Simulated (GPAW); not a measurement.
# How K absorbs and reflects light

Aim: the dielectric function of K, and the optical constants that follow from it. The cell comes from an older database entry, whose edges can differ from later determinations, mostly by under a per cent.

Calculated with GPAW 26.7.0; DFT, PBE, plane-wave PAW (GPAW data sets), scalar-relativistic, RPA, optical limit.

The database entry behind the starting cell lists a temperature near 5 K, so it need not match the best structure at ambient conditions.

**1. Set-up**

Symmetry: Im-3m, No. 229, cubic system. The conventional cell has a = 5.225 Å, b = 5.225 Å, c = 5.225 Å, α = 90.00°, β = 90.00°, γ = 90.00°. Nearest to K lie 8 K at 4.52 Å.

Coordinates:

```
K
1.0
    -2.61250    2.61250    2.61250
     2.61250   -2.61250    2.61250
     2.61250    2.61250   -2.61250
K
1
Direct
  0.00000 0.00000 0.00000
```

**2. Bands for the response**

The response needs many more empty bands than the density does.

This step: DFT, PBE, plane-wave PAW (GPAW data sets), scalar-relativistic, bands at fixed density (GPAW 26.7.0).

nscf.py reads:

```python
from ase.dft.bandgap import bandgap
from gpaw import GPAW, FermiDirac

calc = GPAW('gs.gpw').fixed_density(kpts={'size': (12, 12, 12), 'gamma': True}, nbands=63, convergence={'bands': 57},
                                    occupations=FermiDirac(0.05), txt='nscf.txt')
print('gap (eV)', bandgap(calc, output=None)[0])
print('direct gap (eV)', bandgap(calc, direct=True, output=None)[0])
print('top band over the Fermi level (eV)', min(calc.get_eigenvalues(kpt=k)[56] for k in range(len(calc.get_ibz_k_points()))) - calc.get_fermi_level())
calc.write('full.gpw', mode='all')
```

The run is started by

```bash
$ OMP_NUM_THREADS=1 python nscf.py
```

Numbers of over 12 decimals in the logs are rounded to 6 here.

Output:

```text
Diagonalizing LCAO Hamiltonian
Converting LCAO to pw mode
convergence criteria:
- Maximum integral of absolute [eigenst]ate change: 4e-08 eV^2 / valence electron
maximum number of iterations: 150

SCF iterations
|iter     |      energy | eigst |  dens |
|iter:   1||             | +4.28 |       |
|iter:   2||             | +3.01 |       |
|iter:   3||             | +1.75 |       |
|iter:   4||             | +0.21 |       |
|iter:   5||             | -0.91 |       |
|iter:   6||             | -2.06 |       |
|iter:   7||             | -2.86 |       |
|iter:   8||             | -3.78 |       |
|iter:   9||             | -4.32 |       |
|iter:  10||             | -4.71 |       |
|iter:  11||             | -5.03 |       |
|iter:  12||             | -5.25 |       |
|iter:  13||             | -5.49 |       |
|iter:  14||             | -5.74 |       |
|iter:  15||             | -5.90 |       |
|iter:  16||             | -6.07 |       |
|iter:  17||             | -6.41 |       |
|iter:  18||             | -6.59 |       |
|iter:  19||             | -6.66 |       |
|iter:  20||             | -6.90 |       |
|iter:  21||             | -7.22 |       |
|iter:  22||             | -7.43c|       |
SCF steps: 22
  __  _  _
 | _ |_)|_||  |
 |__||  | ||/\| - 26.7.0

Versions:
  Python: 3.12.14
  ASE:    3.29.0
  Numpy:  2.5.5
  Scipy:  1.18.1
  Libxc:  7.0.0

Input parameters:
  mode=PW(ecut=500.0),
  convergence={'bands': 57},
  gpts=array([24, 24, 24]),
  kpts=MonkhorstPack(size=(12, 12, 12), gamma=True),
  maxiter=150,
  nbands=63,
  occupations=Occupations(name='fermi-dirac', width=0.05, fixmagmom=False),
  parallel={},
  xc=XC(name='PBE')

--- standard output ---
gap (eV) 0.0
direct gap (eV) 0.0
top band over the Fermi level (eV) 40.491679
```

It took 4 min on 1 thread of Arm Neoverse V1, shared host; peak memory 0.29 GiB.

**3. Dielectric function, RPA**

Local fields let the induced charge screen the field inside the cell, which as a rule lowers ε, most along directions where the density is uneven.

This step: DFT, PBE, plane-wave PAW (GPAW data sets), scalar-relativistic, RPA, optical limit (GPAW 26.7.0).

df.py reads:

```python
from gpaw.response.df import DielectricFunction

df = DielectricFunction('full.gpw', frequencies={'type': 'nonlinear', 'domega0': 0.03, 'omega2': 8},
                        ecut=50,
                        eta=0.15,
                        nbands=57,
                        rate=0.05,
                        txt='df.txt')
for direction in ['x']:
    df.get_dielectric_function(xc='RPA', direction=direction, filename=f'df_{direction}.csv')
```

The run is started by

```bash
$ OMP_NUM_THREADS=1 python df.py
```

Output:

```text
Using integrator: PointIntegrator
NonLinearFrequencyDescriptor(from 0.000 to 77.986 eV, 517 points)
Nonperiodic BCs:  [False False False]
Using integrator: PointIntegrator
NonLinearFrequencyDescriptor(from 0.000 to 77.986 eV, 517 points)
Nonperiodic BCs:  [False False False]
Using integrator: PointIntegrator

Calculating chi0 body with:
    Ground state adapter containing:
    Number of spins: 1
    Number of kpoints: 1728
    Number of irreducible kpoints: 72
    Number of completely occupied states: 4
    Number of partially occupied states: 6

    Linear response parametrization:
    q_c: [0.0, 0.0, 0.0]
    Number of frequency points: 517
    Planewave cutoff: 50.0
    Number of bands: 57
    Number of planewaves: 55
    Broadening (eta): 0.15

Integrating chi0 body.

Symmetries of q_c:
    Direct symmetries (Uq -> q): 48
    Indirect symmetries (TUq -> q): 0
In total 48 allowed symmetries.

72 groups of equivalent kpoints. 95.833333% reduction.

Integral kind: spectral function

Calculating chi0 optical extensions with:
    Ground state adapter containing:
    Number of spins: 1
    Number of kpoints: 1728
    Number of irreducible kpoints: 72
    Number of completely occupied states: 4
    Number of partially occupied states: 6

    Linear response parametrization:
    Number of frequency points: 517
    Planewave cutoff: 50.0
    Number of bands: 57
    Number of planewaves: 55
    Broadening (eta): 0.15
Integrating chi0 head and wings.

Symmetries of q_c:
    Direct symmetries (Uq -> q): 48
    Indirect symmetries (TUq -> q): 0
In total 48 allowed symmetries.

72 groups of equivalent kpoints. 95.833333% reduction.

Integral kind: spectral function wings

Calculating drude chi0 with:
    Number of frequency points:517
    Plasma frequency decay rate: 0.05 eV

    Ground state adapter containing:
    Number of spins: 1
    Number of kpoints: 1728
    Number of irreducible kpoints: 72
    Number of completely occupied states: 4
    Number of partially occupied states: 6

Symmetries of q_c:
    Direct symmetries (Uq -> q): 48
    Indirect symmetries (TUq -> q): 0
In total 48 allowed symmetries.

72 groups of equivalent kpoints. 95.833333% reduction.

Integral kind: intraband
Plasma frequency:
[[4.45-0.j 0.  +0.j 0.  +0.j]
 [0.  +0.j 4.45-0.j 0.  +0.j]
 [0.  +0.j 0.  +0.j 4.45-0.j]]
```

Elapsed: 21 s, on 1 thread; peak memory 0.25 GiB.

Numbers from this step:

```
centre of weight of the strongest loss peak in the window : 3.982 eV
```

Some rows of df_x.csv (energy; Re and Im without local fields; Re and Im with them):

```text
0.000000, 7913.478586, -0.000000, 7913.389279, -0.000000
0.429336, -101.617521, 24.338635, -101.707248, 24.338275
0.878195, -23.969873, 2.933081, -24.060788, 2.931731
1.347938, -9.333703, 0.910983, -9.429513, 0.903955
1.840057, -4.461950, 0.418790, -4.549750, 0.412256
2.356191, -2.276929, 0.278200, -2.357609, 0.269490
2.898142, -1.042285, 0.193614, -1.124316, 0.185343
3.467895, -0.315890, 0.117639, -0.399553, 0.111882
4.067647, 0.140949, 0.092407, 0.059038, 0.088414
4.699832, 0.508468, 0.157200, 0.428127, 0.154211
5.367152, 0.651871, 0.114505, 0.564691, 0.113419
6.072622, 0.741864, 0.170017, 0.653885, 0.165126
6.819608, 0.791311, 0.225964, 0.721949, 0.232164
7.611886, 0.814048, 0.141532, 0.735486, 0.182612
8.453705, 0.901164, 0.079015, 0.789623, 0.132478
9.349861, 0.992371, 0.036304, 0.852908, 0.073097
10.305790, 1.074234, 0.019463, 0.920239, 0.041295
11.327680, 1.143311, 0.015137, 0.982037, 0.026495
12.422601, 1.215421, 0.014578, 1.026135, 0.024146
13.598673, 1.299362, 0.013044, 1.081284, 0.015040
```

Sum at mesh points, not converged in k. Im ε, E ∥ x against photon energy; read off at these points:

photon energy (eV), Im ε, E ∥ x and a bar:
```
      0.5       15.6 ##############################
      1.0        2.0 ####
      1.5        0.8 ##
      2.0        0.4 #
      2.5        0.2 
      3.0        0.2 
      3.5        0.1 
      4.0        0.1 
      4.5        0.1 
      5.0        0.2 
      5.5        0.1 
      6.0        0.2 
      6.5        0.2 
      7.0        0.2 
      7.5        0.2 
      8.0        0.2 
      8.5        0.1 
      9.0        0.1 
      9.5        0.1 
     10.0        0.0 
     10.5        0.0 
     11.0        0.0 
     11.5        0.0 
     12.0        0.0 
     12.5        0.0 
     13.0        0.0 
     13.5        0.0
```

Values under 1 per cm are given as 1; sum at mesh points, not converged in k. Table of absorption coefficient, E ∥ x by photon energy:

```
photon energy (eV)  absorption coefficient, E ∥ x (1/cm)
               0.5                                 4.4e5
               1.0                                 4.3e5
               1.5                                 4.1e5
               2.0                                 3.9e5
               2.5                                 3.5e5
               3.0                                 3.0e5
               3.5                                 2.2e5
               4.0                                 78868
               4.5                                 39081
               5.0                                 74942
               5.5                                 46751
               6.0                                 67639
               6.5                                 73158
               7.0                                 81014
               7.5                                 88850
               8.0                                 68820
               8.5                                 61504
               9.0                                 36650
               9.5                                 31446
              10.0                                 20233
              10.5                                 15862
              11.0                                 14617
              11.5                                 14378
              12.0                                 13488
              12.5                                 14361
              13.0                                  6658
              13.5                                  9042
```

Sum at mesh points, not converged in k. Table of reflectivity at normal incidence, E ∥ x by photon energy; read off at these points:

```
photon energy (eV)  reflectivity at normal incidence, E ∥ x (%)
               0.5                                         95.5
               1.0                                         95.3
               1.5                                         93.4
               2.0                                         92.0
               2.5                                         90.2
               3.0                                         84.3
               3.5                                         76.2
               4.0                                         40.6
               4.5                                         7.43
               5.0                                         4.99
               5.5                                         1.53
               6.0                                         1.50
               6.5                                        0.677
               7.0                                        0.952
               7.5                                        0.872
               8.0                                        0.572
               8.5                                        0.486
               9.0                                        0.239
               9.5                                        0.179
              10.0                                       0.0707
              10.5                                       0.0418
              11.0                                       0.0112
              11.5                                      0.00472
              12.0                                      0.00358
              12.5                                      0.00721
              13.0                                       0.0177
              13.5                                       0.0353
```

The loss function −Im 1/ε at q → 0, E ∥ x has structure finer than the step of the table below, so its rows give means over 0.5 eV, whole bins alone (the curve runs from 0.305 to 14.0 eV). Peaks (eV: height): 3.98: 11.2.

Sum at mesh points, not converged in k. Table of loss function −Im 1/ε at q → 0, E ∥ x by energy loss; means over each step:

energy loss (eV), loss function −Im 1/ε at q → 0, E ∥ x and a bar:
```
      1.0        0.0 
      1.5        0.0 
      2.0        0.0 
      2.5        0.1 
      3.0        0.2 #
      3.5        1.0 #####
      4.0        6.3 ##############################
      4.5        1.1 #####
      5.0        0.8 ####
      5.5        0.4 ##
      6.0        0.4 ##
      6.5        0.3 ##
      7.0        0.3 ##
      7.5        0.3 ##
      8.0        0.2 #
      8.5        0.2 #
      9.0        0.1 #
      9.5        0.1 
     10.0        0.0 
     10.5        0.0 
     11.0        0.0 
     11.5        0.0 
     12.0        0.0 
     12.5        0.0 
     13.0        0.0 
     13.5        0.0
```

Sum at mesh points, not converged in k. Table of Im ε, E ∥ x by photon energy; read off at these points:

```
photon energy (eV)  without local fields  with local fields
               0.5                  15.6               15.6
               1.0                  2.00               2.00
               1.5                 0.803              0.789
               2.0                 0.381              0.371
               2.5                 0.219              0.213
               3.0                 0.176              0.169
               3.5                 0.121              0.115
               4.0                0.0936             0.0896
               4.5                 0.102             0.0991
               5.0                 0.192              0.195
               5.5                 0.137              0.133
               6.0                 0.182              0.180
               6.5                 0.206              0.198
               7.0                 0.187              0.196
               7.5                 0.167              0.203
               8.0                 0.106              0.150
               8.5                0.0737              0.127
               9.0                0.0411             0.0736
               9.5                0.0295             0.0605
              10.0                0.0198             0.0380
              10.5                0.0154             0.0288
              11.0                0.0191             0.0258
              11.5                0.0142             0.0245
              12.0                0.0110             0.0223
              12.5                0.0143             0.0230
              13.0                0.0109             0.0104
              13.5                0.0126             0.0137
```

Optical constants at common wavelengths, from n + ik = √ε:

```
wavelength (nm)     n      k  R (%)     1/α
           1550  0.36  5.419   95.4   23 nm
           1064  0.18  3.626   95.1   23 nm
            532  0.09  1.563   90.0   27 nm
            450  0.08  1.170   87.6   31 nm
            365  0.08  0.695   80.8   42 nm
            248  0.66  0.148    5.0  133 nm
            193  0.88  0.097    0.7  159 nm
```

A polished face would reflect 90 % of daylight and look near white (CIE x = 0.316, y = 0.333 under D65).

**4. What came out**

```yaml
centre_of_weight_of_the_strongest_loss_peak_in_the_window_first_axis: 3.98 eV
```

What this shows: At this level (PBE, RPA) K is a metal. The mesh is too coarse to trust the carriers' weight, the reflectivity or the colour to better than tens of per cent. A polished face would reflect 90 % of daylight and look near white (CIE x = 0.316, y = 0.333 under D65). The carriers' damping of 0.05 eV is typed, not computed; it shapes the response at the lowest energies. GPAW's carrier term has the form −ωp²/(ω + i·rate)², which damps like twice the rate and fails at low energy, so the curves leave the lowest energies out. The sum runs over mesh points 0.14 Å⁻¹ apart with no interpolation, so peaks are partly noise of the mesh, and the Drude plasma energy, a sum over the Fermi surface, isn't converged.

[Machine, clock and banner lines and Python warnings are left out of the logs.]

[Logs are printed without paths, hosts, clocks, repeated set-up lines and the standing remarks that a program may print on its own settings, such as how far it seeks lower states.]

[Hosts, paths, dates, database ids (printed as entryN), source tags and the programs' standing remarks are cut or masked in the printed files.]
